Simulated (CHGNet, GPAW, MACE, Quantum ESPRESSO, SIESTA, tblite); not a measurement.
# Si in place of C in amorphous carbon (96 atoms): do the methods agree on the site?

At which of several sites of amorphous carbon (96 atoms) does Si in place of C cost least, and do cheaper methods find the same site as plane waves?

The results are calculated values.

### 1. The cell

The cell holds 96 atoms (96 C), with edges of 8.93, 8.93 and 8.93 Å. Recipe: 96 atoms (96 C) placed at random at 2.69 g/cm³, melted at 6000 K for 10 ps at fixed volume with the Tersoff potential (Tersoff, Phys. Rev. B 39, 5566 (1989)). Quenched from 6000 K to 700 K at 200 K/ps and fixed volume, held 5 ps. Then the atoms were relaxed with MACE MPA-0 medium in the fixed cell.

### 2. The reference input

Quantum ESPRESSO 7.5: Kohn-Sham DFT, PBE, SSSP efficiency 1.3.0 pseudopotentials, plane waves. Its input, pw.in, for the unchanged cell:

```
&control
  calculation = 'scf'
  pseudo_dir = './pseudo'
  outdir = './tmp'
  disk_io = 'none'
  tprnfor = .true.
  tstress = .true.
/
&system
  ibrav = 0
  nat = 96
  ntyp = 1
  ecutwfc = 45
  ecutrho = 360
  nosym = .true.
  occupations = 'smearing'
  smearing = 'fd'
  degauss = 0.003675
/
&electrons
  conv_thr = 4.8e-07
  electron_maxstep = 100
  mixing_beta = 0.2
  mixing_mode = 'local-TF'
  diagonalization = 'david'
/
ATOMIC_SPECIES
C 12.011 C.upf
CELL_PARAMETERS angstrom
8.92530 0.00000 0.00000
0.00000 8.92530 0.00000
0.00000 0.00000 8.92530
ATOMIC_POSITIONS crystal
C 0.88079 0.31068 0.10538
C 0.75998 0.47359 0.35711
C 0.60776 0.61877 0.76101
C 0.59909 0.59920 0.06331
[... 90 atom lines left out ...]
C 0.52605 0.39675 0.58680
C 0.61536 0.98246 0.51660
K_POINTS gamma
```

```console
$ OMP_NUM_THREADS=1 mpirun -np 2 pw.x -in pw.in > output.txt
```

It took 2.1 min on 2 MPI ranks of Arm Neoverse V1, shared host; peak memory 1.7 GiB; 4.2 min of CPU time.

It converged with an r.m.s. force component of 0.61 eV/Å and a pressure of -2.2 GPa.

### 3. Programs and settings

The levels share the cells and solve them as single points, though not every level runs every cell. CPU time is summed over a level's finished runs, on a host shared with the other runs, so it is rough; the force column is the median over cells of the r.m.s. difference of force components from the reference.

```
            level                      basis or training data  k-points  runs finished  CPU time  peak memory (GiB)  force difference (meV/Å)
          QE, PBE     plane waves, SSSP efficiency, 45/360 Ry         Γ         6 of 6    29 min                1.7                 reference
    GPAW dzp, PBE                 dzp orbitals, PAW, h 0.18 Å         Γ         5 of 5    34 min                1.3                       147
  SIESTA DZP, PBE    DZP orbitals, shift 0.01 Ry, mesh 300 Ry         Γ         5 of 5    35 min                1.3                       229
  tblite GFN1-xTB  tight binding with its own dispersion term         Γ         5 of 5      19 s               0.11                       383
     CHGNet 0.3.0          trained on PBE(+U) plane-wave data         -         6 of 6      40 s                3.0                       661
MACE MPA-0 medium          trained on PBE(+U) plane-wave data         -         6 of 6      70 s                1.6                       621
```

The reference's own r.m.s. force component runs from 577 to 650 meV/Å over these cells. MACE MPA-0 medium relaxed the atoms, so in the cells that it relaxed its forces are near zero and its entry mostly repeats the reference's forces.

### 4. The sites

Each changed cell was relaxed with MACE MPA-0 medium before the single points. Neighbours are the site's nearest atoms before the change.

| site | nearest atoms | their mean distance (Å) | atoms within 6 Å | largest move on relaxing (Å) | longest force left in the reference (eV/Å) |
| --- | --- | --- | --- | --- | --- |
| C50 | C4 | 1.62 | 123 | 0.42 | 2.35 |
| C22 | C3 | 1.44 | 118 | 0.85 | 2.68 |
| C6 | C3 | 1.49 | 123 | 0.50 | 2.57 |
| C54 | C3 | 1.48 | 119 | 0.59 | 2.02 |
| C10 | C4 | 1.50 | 123 | 0.33 | 2.21 |

### 5. Site energies

All changed cells hold the same atoms, so within one level their energies compare with no chemical potential. Energies in eV, less that of C50, the reference's cheapest site; the last column is the largest deviation from the reference once each row's mean is taken off.

| level | C50 | C22 | C6 | C54 | C10 | cheapest | largest deviation |
| --- | --- | --- | --- | --- | --- | --- | --- |
| QE, PBE | 0.00 | 1.77 | 1.99 | 3.71 | 5.00 | C50 | - |
| GPAW dzp, PBE | 0.00 | 1.43 | 1.75 | 3.61 | 5.06 | C50 | 0.21 |
| SIESTA DZP, PBE | 0.00 | 1.34 | 1.64 | 3.58 | 4.97 | C50 | 0.24 |
| tblite GFN1-xTB | 0.00 | 2.19 | 3.77 | 4.54 | 6.08 | C50 | 0.96 |
| CHGNet 0.3.0 | 0.00 | 0.11 | 0.29 | 0.82 | 2.86 | C50 | 1.68 |
| MACE MPA-0 medium | 0.00 | 1.55 | 1.26 | 1.74 | 3.27 | C50 | 1.05 |

### 6. Outcome

In the reference the cheapest site is C50 (C4) and the dearest C10 (C4), 5.0 eV higher. All 5 other levels pick the same cheapest site, and 4 give the whole order. GPAW dzp, PBE follows the reference most closely (0.21 eV at worst) and CHGNet 0.3.0 least (1.68 eV).

The other programs at PBE deviate by 0.24 eV at most, the learned potentials by 1.05 to 1.68 eV.

**Limits.** The geometries are those of MACE MPA-0 medium; forces of up to 2.7 eV/Å remain in the reference, so relaxing in DFT would lower the energies, by amounts that can differ from site to site and can change the order. For MACE MPA-0 medium alone these are relaxed energies. Defects interact with their periodic images. Only 5 of the 96 C sites are compared. Learned potentials know no electrons, so they can't tell charge or spin states of the defect. The quench rate of 200 K/ps is many orders above laboratory rates, so the cell is likely richer in defects and strain than a real sample. The reference samples only Γ, in a cell whose shortest periodic width is 9 Å. The reference isn't exact: its cutoffs and mesh weren't converged further here. SIESTA's automatically made basis is far from complete, and its potentials were converted by us (checked for H, C, O, Si, Ge and Ca alone). Where levels are smeared, the DFT runs use Fermi–Dirac occupations at 580 K (0.05 eV), and energies are free energies.

[Long decimals in the printed logs are rounded to 6 places.]

[Logs are printed without paths, hosts, clocks, repeated set-up lines and the standing remarks that a program may print on its own settings, such as how far it seeks lower states.]

[Hosts, paths, dates, database ids (printed as entryN), source tags and the programs' standing remarks are cut or masked in the printed files.]
